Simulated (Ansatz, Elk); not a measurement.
**Zn3Br: X-ray structure factors from the self-consistent density**

Structure refinements treat a crystal as free atoms side by side. For a made-up structure of Zn3Br (cell and positions from a r2SCAN relaxation) the runs below show what the calculated density changes in F(hkl).

Calculated with Elk 11.2.3 (patched build); DFT, PBE, all-electron APW+lo, Dirac cores, scalar-relativistic bands, static density, no spin.

This account leaves out most program logs.

The structure was built from a prototype and need not be the compound's stable phase.

### Step 1. Set-up

The structure is cubic, space group Pm-3m (No. 221). The conventional cell has a = 4.330 Å, b = 4.330 Å, c = 4.330 Å, α = 90.00°, β = 90.00°, γ = 90.00°. Nearest to Br lie 12 Zn at 3.06 Å. Zn has 8 Zn at 3.06 Å and 4 Br at 3.06 Å nearest. Farther neighbours and most contacts between anions are not listed.

### Step 2. Ground state and structure factors

An all-electron density is needed, since X-rays see the cores too. Task 0 finds the density and task 195 Fourier-transforms it; tshift is off so that phases refer to the origin typed.

elk.in reads:

```
tasks
  0
  195

xctype
  20

spinpol
  .false.

rgkmax
  7.0

gmaxvr
  14.0

lmaxo
  7

lmaxapw
  8

swidth
  0.002

tshift
  .false.

ramdisk
  .false.

hmaxvr
  5.5

maxscl
  120

epspot
  1e-06

sppath
  './'

avec
  8.18218800184 -0.00000000000 -0.00000000000
  -0.00000000000 8.18218800184 -0.00000000000
  -0.00000000000 0.00000000000 8.18218800184

atoms
  2
  'Br.in'
  1
  -0.0000000000 -0.0000000000 0.0000000000   0.000000 0.000000 0.000000
  'Zn.in'
  3
  0.5000000000 0.5000000000 -0.0000000000   0.000000 0.000000 0.000000
  0.5000000000 0.0000000000 0.5000000000   0.000000 0.000000 0.000000
  -0.0000000000 0.5000000000 0.5000000000   0.000000 0.000000 0.000000

ngridk
  5 5 5
```

Launch:

```console
$ OMP_NUM_THREADS=4 elk
```

Run time: 13 s. Hardware: 4 threads of AMD EPYC 7B13 (Zen 3), shared host; peak memory 0.18 GiB; 27 s of CPU time.

SFACRHO.OUT:

```text

h k l indices transformed by vhmat matrix:
   1.000000000       0.000000000       0.000000000    
   0.000000000       1.000000000       0.000000000    
   0.000000000       0.000000000       1.000000000    

      h      k      l  multipl.   |H|            Re(F)            Im(F)           |F|

      0      0      0      1   0.0000000       125.00000      0.11057292E-16   125.00000    
      0      1      0      6  0.76791016       4.3815934      0.64142342E-14   4.3815934    
      0     -1      1     12   1.0859890       4.0321687     -0.27971853E-14   4.0321687    
      1     -1     -1      8   1.3300594       100.18905      0.56495351E-14   100.18905    
     -2      0      0      6   1.5358203       95.384237      0.11152448E-13   95.384237    
     -1      0     -2     24   1.7170993       3.2915566     -0.53890579E-14   3.2915566    
     -2      1      1     24   1.8809881       3.2350104     -0.19811403E-13   3.2350104    
     -2      2      0     12   2.1719779       82.078054      0.45022975E-14   82.078054    
     -2     -1      2     24   2.3037305       3.3065714     -0.60515692E-15   3.3065714    
      3      0      0      6   2.3037305       3.3191016      0.13943632E-13   3.3191016    
     -3      0     -1     24   2.4283451       3.3544865      0.57631058E-16   3.3544865    
     -3     -1      1     24   2.5468699       74.968100      0.11127276E-13   74.968100    
      2      2      2      8   2.6601188       72.944960     -0.25531901E-13   72.944960    
      0     -2     -3     24   2.7687395       3.5340251     -0.12334807E-13   3.5340251    
     -2      3      1     48   2.8732567       3.5757387     -0.15323897E-13   3.5757387    
      0      0      4      6   3.0716406       65.909600     -0.15056952E-13   65.909600    
      0      4     -1     24   3.1661747       3.6778481     -0.36706700E-14   3.6778481    
      3      2      2     24   3.1661747       3.6864963      0.11141712E-13   3.6864963
```

Elk indexes on the primitive cell of elk.in and gives |H| = 4π sin θ/λ in inverse bohr. Below, one row stands for each form hkl of the conventional cell (m members, Friedel mates merged), F is for one primitive cell and the density is static (no thermal factor). Free-atom factors are Waasmaier and Kirfel's, and R is Σm||F|−|F'||/Σm|F|.

| hkl | m | sin θ/λ (Å⁻¹) | abs F, DFT | neutral atoms | diff. |
| --- | --- | --- | --- | --- | --- |
| 100 | 6 | 0.116 | 4.382 | 4.365 | +0.017 |
| 110 | 12 | 0.163 | 4.032 | 3.827 | +0.205 |
| 111 | 8 | 0.200 | 100.189 | 100.577 | -0.388 |
| 200 | 6 | 0.231 | 95.384 | 95.911 | -0.527 |
| 210 | 24 | 0.258 | 3.292 | 3.150 | +0.141 |
| 211 | 24 | 0.283 | 3.235 | 3.124 | +0.111 |
| 220 | 12 | 0.327 | 82.078 | 82.444 | -0.366 |
| 221 | 24 | 0.346 | 3.307 | 3.253 | +0.053 |
| 300 | 6 | 0.346 | 3.319 | 3.253 | +0.066 |
| 310 | 24 | 0.365 | 3.354 | 3.322 | +0.033 |
| 311 | 24 | 0.383 | 74.968 | 75.188 | -0.220 |
| 222 | 8 | 0.400 | 72.945 | 73.106 | -0.161 |
| 320 | 24 | 0.416 | 3.534 | 3.519 | +0.015 |
| 321 | 48 | 0.432 | 3.576 | 3.574 | +0.002 |
| 400 | 6 | 0.462 | 65.910 | 65.999 | -0.090 |
| 410 | 24 | 0.476 | 3.678 | 3.699 | -0.021 |
| 322 | 24 | 0.476 | 3.687 | 3.699 | -0.012 |
| 330 | 12 | 0.490 | 3.701 | 3.726 | -0.025 |

### Step 3. The highest occupied states alone

An energy window below the Fermi level keeps the highest occupied states, to see at which angles they scatter; shallow core shells can lie inside it and anion s states outside. No new self-consistency is needed.

elk.in, as its differences from that of step 2:

```diff
@@ -1,3 +1,2 @@
 tasks
-  0
   195
@@ -40,2 +39,5 @@
 
+wsfac
+  -0.275930 0.465060
+
 sppath
```

Launch:

```console
$ OMP_NUM_THREADS=4 elk
```

It took 5.4 s on 4 threads; peak memory 0.16 GiB.

States within 12 eV below the Fermi level hold 41.00 electrons; any levels below the window count with the cores. Their amplitudes can exceed the total, where window and core parts have opposite phase:

| hkl | sin θ/λ (Å⁻¹) | abs F, window | abs F, all |
| --- | --- | --- | --- |
| 100 | 0.116 | 6.785 | 4.382 |
| 110 | 0.163 | 6.492 | 4.032 |
| 111 | 0.200 | 23.720 | 100.189 |
| 200 | 0.231 | 21.012 | 95.384 |
| 210 | 0.258 | 5.900 | 3.292 |
| 211 | 0.283 | 5.632 | 3.235 |
| 220 | 0.327 | 14.783 | 82.078 |
| 221 | 0.346 | 4.763 | 3.307 |
| 300 | 0.346 | 4.751 | 3.319 |
| 310 | 0.365 | 4.490 | 3.354 |

### Step 4. Another functional

The difference from free atoms is small, so it is set against the change that PBEsol makes.

elk.in, as its differences from that of step 3:

```diff
@@ -1,2 +1,3 @@
 tasks
+  0
   195
@@ -4,3 +5,3 @@
 xctype
-  20
+  22
 
@@ -39,5 +40,2 @@
 
-wsfac
-  -0.275930 0.465060
-
 sppath
```

Launch:

```console
$ OMP_NUM_THREADS=4 elk
```

It took 12 s on 4 threads; peak memory 0.19 GiB; 26 s of CPU time.

Against the first run R = 0.03 %; the largest change is -0.030 at 111.

### Step 5. A coarser k-mesh

About half the k-points along each axis test the sampling.

elk.in, as its differences from that of step 4:

```diff
@@ -5,3 +5,3 @@
 xctype
-  22
+  20
 
@@ -60,2 +60,2 @@
 ngridk
-  5 5 5
+  2 2 2
```

Launch:

```console
$ OMP_NUM_THREADS=4 elk
```

The job ended after 10 s (4 threads; peak memory 0.18 GiB).

Against the first run R = 0.02 %; the largest change is +0.082 at 200.

### Step 6. Basis size

A smaller basis shows how fast F responds to it; the change is likely larger than the basis error of the first run, but doesn't show convergence.

elk.in, as its differences from that of step 5:

```diff
@@ -11,3 +11,3 @@
 rgkmax
-  7.0
+  5.5
 
@@ -60,2 +60,2 @@
 ngridk
-  2 2 2
+  5 5 5
```

Launch:

```console
$ OMP_NUM_THREADS=4 elk
```

Elapsed: 12 s, on 4 threads; peak memory 0.18 GiB; 24 s of CPU time.

Against the first run R = 0.03 %; the largest change is +0.070 at 311.

### Step 7. Settings against the effect

| run | R against the first run (%) | R against neutral atoms, low angle (%) | wall time |
| --- | --- | --- | --- |
| PBE, rgkmax 7 | 0.00 | 0.93 | 13 s |
| PBEsol | 0.03 | 0.96 | 12 s |
| k-mesh 2×2×2 | 0.02 | 0.93 | 10 s |
| rgkmax 5.5 | 0.03 | 0.89 | 12 s |

### Step 8. Results

| Item | Value |
| --- | --- |
| R against neutral atoms, sin θ/λ < 0.3 Å⁻¹ | 0.93 % |
| R against neutral atoms, 0.3 to 0.82 Å⁻¹ | 0.38 % |

In words: Independent neutral atoms miss the calculated amplitudes by R = 0.93 % below 0.3 Å⁻¹ and 0.38 % from there to 0.82 Å⁻¹; by shells, 0.38 % below 0.15 Å⁻¹ (1 form), 0.94 % 0.15 to 0.3 (5 forms), 0.36 % 0.3 to 0.45 (8 forms), 0.38 % above 0.45 (48 forms). Bonding, aspherical density and the tables' own atoms all enter these figures, and the runs don't part them. The largest change of an amplitude is -0.53 electrons, at 200. The window's part falls from 41.0 electrons at the origin to at most 8.86 between 0.45 and 0.82 Å⁻¹, where compact states inside the window still scatter. Below 0.3 Å⁻¹ the changes that finished (PBEsol, k-mesh 2×2×2 and rgkmax 5.5) move F by R = 0.09 % at most, against the 0.93 % that separates it from free atoms. The electron count is odd, so without spin the run is a metal by force. Part of the difference isn't bonding: the tables are fits to free atoms and ions calculated by other methods than this functional. Thermal motion, anomalous dispersion and extinction are left out.

[Logs are printed without paths, hosts, clocks, repeated set-up lines and the standing remarks that a program may print on its own settings, such as how far it seeks lower states.]

[Hosts, paths, dates, database ids (printed as entryN), source tags and the programs' standing remarks are cut or masked in the printed files.]
